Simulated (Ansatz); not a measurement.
# How Hf(0001) screens a field

Where does the screening charge of Hf(0001) sit?

Program: Ansatz 0.2.0. Level of theory: plane-wave DFT, PBE, Ansatz PAW. Results are calculated unless marked as measured.

Most raw output is cut from this account.

### 1. The structure

The cell holds 9 atoms: 9 Hf. Cell: a = 3.200 Å, b = 3.200 Å, c = 38.250 Å, α = 90.0°, β = 90.0°, γ = 60.0°. Vacuum lies along c.

### 2. Single point, field 0

A sawtooth potential applies the field, turning back in the middle of the vacuum. With the dipole correction the typed value is the field outside the slab. The induced dipole is small, so the SCF threshold is tight.

Contents of input.yaml:

```yaml
crystal:
  lattice:
    - [3.2, 0.0, 0.0]
    - [1.6, 2.7712812921, 0.0]
    - [0.0, 0.0, 38.2496]
  atoms:
    - { symbol: Hf, position: [0.0, 0.0, 0.2352965783] }
    - { symbol: Hf, position: [0.6666666667, 0.6666666667, 0.3014724337] }
    - { symbol: Hf, position: [0.0, 0.0, 0.3676482891] }
    - { symbol: Hf, position: [0.6666666667, 0.6666666667, 0.4338241446] }
    - { symbol: Hf, position: [0.0, 0.0, 0.5] }
    - { symbol: Hf, position: [0.6666666667, 0.6666666667, 0.5661758554] }
    - { symbol: Hf, position: [0.0, 0.0, 0.6323517109] }
    - { symbol: Hf, position: [0.6666666667, 0.6666666667, 0.6985275663] }
    - { symbol: Hf, position: [0.0, 0.0, 0.7647034217] }
kpoints:
  mp_grid: { grid: [18, 18, 1] }
hamiltonian:
  xc: pbe
scf:
  occupations: { method: fermi_dirac, width: 0.1 }
  convergence: { dr2_threshold: 1.0e-10 }
efield:
  axis: 3
  dipole_correction: true
  ramp_position: 0.97
  ramp_width: 0.06
  amplitude: 0
output:
  forces: true
  write_potential: true
  write_density: true
  volumetric_format: npy
```

Run with:

```console
ansatz run input.yaml --threads 4 --pin off --max-ram 6144MiB --backend cpu --events-out ev --progress --plain --runs-dir out
```

Wall time 54 s (4 threads of Intel Xeon Platinum 8488C (Sapphire Rapids), shared host); peak memory 2 GiB; 3.6 min of CPU time.

This step gave:

| Item | Value |
| --- | --- |
| energy at zero smearing | -141490.2138 eV |
| work function, upper face | 4.360 eV |
| dipole along the normal | 6.27e-7 e·Å |

Running mean over 2.531 Å of the planar mean; the ramp of the sawtooth is left out. The electron's electrostatic potential energy less the Fermi level by z:

z (Å), electron's electrostatic potential energy less the Fermi level (eV) and a bar from the least value:
```
        4       4.36 ##############################
        5       4.33 ##############################
        6       4.11 #############################
        7       2.30 #########################
        8      -4.04 #########
        9      -7.40 
       10      -7.30 
       11      -7.26 
       12      -7.34 
       13      -7.36 
       14      -7.35 
       15      -7.38 
       16      -7.39 
       17      -7.39 
       18      -7.39 
       19      -7.39 
       20      -7.39 
       21      -7.39 
       22      -7.39 
       23      -7.38 
       24      -7.36 
       25      -7.35 
       26      -7.36 
       27      -7.28 
       28      -7.27 
       29      -7.45 
       30      -5.53 #####
       31       1.03 ######################
       32       3.93 #############################
       33       4.31 ##############################
       34       4.35 ##############################
```

Force by atom:

```tsv
atom	x (eV/Å)	y (eV/Å)	z (eV/Å)	size
Hf1	0.000	0.000	0.556	0.556
Hf2	0.000	0.000	-0.701	0.701
Hf3	0.000	0.000	0.126	0.126
Hf4	0.000	0.000	-0.008	0.008
Hf5	0.000	0.000	0.000	0.000
Hf6	0.000	0.000	0.008	0.008
Hf7	0.000	0.000	-0.126	0.126
Hf8	0.000	0.000	0.701	0.701
Hf9	0.000	0.000	-0.556	0.556
```

The work function of the upper face is 4.36 eV.

### 3. Single point, field 0.05 V/Å

Edit input.yaml of step 2 so:

```diff
@@ -27,3 +27,3 @@
   ramp_width: 0.06
-  amplitude: 0
+  amplitude: 0.05
 output:
```

Run time: 65 s. Hardware: 4 threads; peak memory 2 GiB; 4.2 min of CPU time.

The dipole is 0.0614 e·Å.

### 4. Single point, field -0.05 V/Å

Edit input.yaml of step 3 so:

```diff
@@ -27,3 +27,3 @@
   ramp_width: 0.06
-  amplitude: 0.05
+  amplitude: -0.05
 output:
```

Elapsed: 63 s, on 4 threads; peak memory 2 GiB; 4.2 min of CPU time.

The dipole is -0.0614 e·Å.

### 5. Single point, field 0.1 V/Å

Edit input.yaml of step 4 so:

```diff
@@ -27,3 +27,3 @@
   ramp_width: 0.06
-  amplitude: -0.05
+  amplitude: 0.1
 output:
```

Run time: 62 s. Hardware: 4 threads; peak memory 2 GiB.

The dipole is 0.123 e·Å.

### 6. Atoms held, field -0.1 V/Å

Edit input.yaml of step 5 so:

```diff
@@ -27,3 +27,3 @@
   ramp_width: 0.06
-  amplitude: 0.1
+  amplitude: -0.1
 output:
```

Run time: 63 s. Hardware: 4 threads; peak memory 2 GiB; 4.1 min of CPU time.

The dipole is -0.123 e·Å.

### 7. Single point, field 0.2 V/Å

Edit input.yaml of step 6 so:

```diff
@@ -27,3 +27,3 @@
   ramp_width: 0.06
-  amplitude: -0.1
+  amplitude: 0.2
 output:
```

The job ended after 63 s (4 threads; peak memory 2 GiB; 4.2 min of CPU time).

The dipole is 0.246 e·Å.

### 8. Atoms held, field -0.2 V/Å

Edit input.yaml of step 7 so:

```diff
@@ -27,3 +27,3 @@
   ramp_width: 0.06
-  amplitude: 0.2
+  amplitude: -0.2
 output:
```

It took 59 s on 4 threads; peak memory 2 GiB; 3.9 min of CPU time.

The dipole is -0.246 e·Å.

### 9. Single point, field 0.4 V/Å

Edit input.yaml of step 8 so:

```diff
@@ -27,3 +27,3 @@
   ramp_width: 0.06
-  amplitude: -0.2
+  amplitude: 0.4
 output:
@@ -33 +33,2 @@
   volumetric_format: npy
+  elf: true
```

Wall time 68 s (4 threads); peak memory 2 GiB; 4.5 min of CPU time.

Running mean over 2.531 Å of the planar mean, with the applied field; the ramp of the sawtooth is left out. Electron's electrostatic potential energy less the Fermi level against z:

```tsv
z (Å)	electron's electrostatic potential energy less the Fermi level (eV)
4	3.35
6	3.83
8	-4.02
10	-7.30
12	-7.34
14	-7.35
16	-7.40
18	-7.39
20	-7.39
22	-7.39
24	-7.36
26	-7.35
28	-7.27
30	-5.55
32	4.17
34	5.33
```

The dipole is 0.491 e·Å.

### 10. The response

This step: plane-wave DFT, PBE, Ansatz PAW; screening of a field by a metal slab (Ansatz 0.2.0).

The dipoles give the slope, and the difference of two potentials shows where the field is screened.

Numbers from this step:

```
equivalent conductor thickness p/(ε₀AE)      : 25.05 Å
distance between the outer atoms             : 20.25 Å
inner field over outer field                 : -7.40e-6
image plane, upper face                      : 2.387 Å
induced electrons on the upper face over ε₀E : -1.000
image plane, lower face                      : 2.387 Å
induced electrons on the lower face over ε₀E : 1.000
```

Dipole of the cell against applied field:

```tsv
applied field (V/Å)	dipole of the cell (e·Å)
-0.200	-0.246
-0.100	-0.123
-0.050	-0.0614
0.000	6.3e-7
0.050	0.0614
0.100	0.123
0.200	0.246
0.400	0.491
```

Local field over the applied field, running mean. From the potentials at -0.05 and 0.05 V/Å; running mean over 2.531 Å. Local field over applied field against z:

```tsv
z (Å)	local field over applied field
5	0.948
6	0.775
7	0.383
8	0.0583
9	-0.0462
10	-6.9e-4
11	-0.00822
12	-6.7e-4
13	0.00197
14	7.8e-4
15	-2.3e-4
16	4.8e-4
17	4.5e-4
18	2.1e-4
19	-2.7e-4
20	1.4e-4
21	1.7e-4
22	8.6e-4
23	-6.2e-4
24	8.6e-4
25	0.00126
26	0.00111
27	-0.00753
28	-5.5e-4
29	-0.0368
30	0.0106
31	0.282
32	0.695
33	0.923
```

Electrons, planar mean, per unit field. The induced electron density by z:

z (Å), induced electron density (e/Å³ per V/Å) and a bar from the least value:
```
        5    0.00026 #################
        6    0.00120 ####################
        7    0.00361 ##############################
        8    0.00127 #####################
        9   -0.00062 #############
       10    0.00024 #################
       11   -0.00017 ###############
       12    0.00005 ################
       13   -0.00008 ###############
       14    0.00010 ################
       15   -0.00006 ###############
       16    0.00006 ################
       17   -0.00001 ################
       18    0.00001 ################
       19    0.00000 ################
       20   -0.00001 ################
       21    0.00001 ################
       22   -0.00003 ################
       23    0.00005 ################
       24   -0.00007 ###############
       25    0.00004 ################
       26   -0.00007 ###############
       27    0.00007 ################
       28    0.00000 ################
       29    0.00019 ################
       30    0.00089 ###################
       31   -0.00395 
       32   -0.00170 #########
       33   -0.00039 ##############
```

By hand: between -0.05 and 0.05 V/Å the dipole changes by 0.1227 e·Å, a slope of 1.227 e·Å²/V. A perfect conductor of thickness t has p = ε₀AEt, so t = 180.95 × 1.227 / 8.868 = 25.05 Å (e/ε₀ = 180.95 V·Å, A in Å²). Less the 20.25 Å between the outer atoms, and halved, that puts each image plane 2.40 Å out.

The induced dipole is that of a conductor 25.05 Å thick.

### 11. A changed input

This step: plane-wave DFT, PBE, Ansatz PAW (Ansatz 0.2.0).

A run with a changed input: it repeats the earlier run at 0.05 V/Å with scf.eigensolver.kind to davidson and basis.precision to f64.

Edit input.yaml of step 9 so:

```diff
@@ -22,2 +22,3 @@
   convergence: { dr2_threshold: 1.0e-10 }
+  eigensolver: { kind: davidson }
 efield:
@@ -27,3 +28,3 @@
   ramp_width: 0.06
-  amplitude: 0.4
+  amplitude: 0.05
 output:
@@ -33,2 +34,3 @@
   volumetric_format: npy
-  elf: true
+basis:
+  precision: f64
```

The job ended after 1.7 min (4 threads; peak memory 1.8 GiB).

This step gave:

```yaml
energy_at_zero_smearing: -141490.2153 eV
dipole_along_the_normal: 0.06138 e·Å
```

Force by atom:

```tsv
atom	x (eV/Å)	y (eV/Å)	z (eV/Å)	size
Hf1	0.000	0.000	0.556	0.556
Hf2	0.000	0.000	-0.702	0.702
Hf3	0.000	0.000	0.126	0.126
Hf4	0.000	0.000	-0.008	0.008
Hf5	0.000	0.000	0.000	0.000
Hf6	0.000	0.000	0.008	0.008
Hf7	0.000	0.000	-0.125	0.125
Hf8	0.000	0.000	0.701	0.701
Hf9	0.000	0.000	-0.555	0.555
```

```tsv
quantity	this run	earlier run	difference
dipole along the normal (e·Å)	0.06138	0.06137	2.7e-6
```

The dipole moves by under 0.5 % or 5e-5 e·Å.

### 12. A changed input

Another changed input: it repeats the earlier run at 0.05 V/Å with efield.dipole_correction from true to false.

Edit input.yaml of step 11 so:

```diff
@@ -22,6 +22,5 @@
   convergence: { dr2_threshold: 1.0e-10 }
-  eigensolver: { kind: davidson }
 efield:
   axis: 3
-  dipole_correction: true
+  dipole_correction: false
   ramp_position: 0.97
@@ -34,3 +33 @@
   volumetric_format: npy
-basis:
-  precision: f64
```

It took 59 s on 4 threads; peak memory 2 GiB; 3.9 min of CPU time.

```tsv
quantity	this run	earlier run	difference
dipole along the normal (e·Å)	0.1778	0.06137	0.12
```

With the dipole correction off, the periodic images add a field of their own to the typed one.

It moves by +0.116 e·Å.

These numbers are not those of the isolated slab.

### 13. Summary of results

- work function: 4.36 eV
- image plane, upper face: 2.39 Å
- induced electrons on the upper face over ε₀E: -1.00
- equivalent conductor thickness p/(ε₀AE): 25.0 Å
- inner field over outer field: -7.4e-6

In words: The induced charge has its centre 2.39 Å outside the outermost atoms; this is the plane from which a capacitor's gap or an image potential counts. The equivalent conductor thickness exceeds the distance between the outer atoms by 4.80 Å, about the sum of the two image-plane distances. In the middle of the slab the field is screened to under 0.5 % of its outer value. The atoms are held at bulk positions with the tabulated experimental lattice constant.

[Logs are printed without paths, hosts, clocks, repeated set-up lines and the standing remarks that a program may print on its own settings, such as how far it seeks lower states.]

[Hosts, paths, dates, database ids (printed as entryN), source tags and the programs' standing remarks are cut or masked in the printed files.]

[Maps of the electrostatic potential energy from Ansatz leave out the sawtooth potential of an applied field or a dipole correction, so their vacuum need not be flat; planar profiles and work functions include it.]
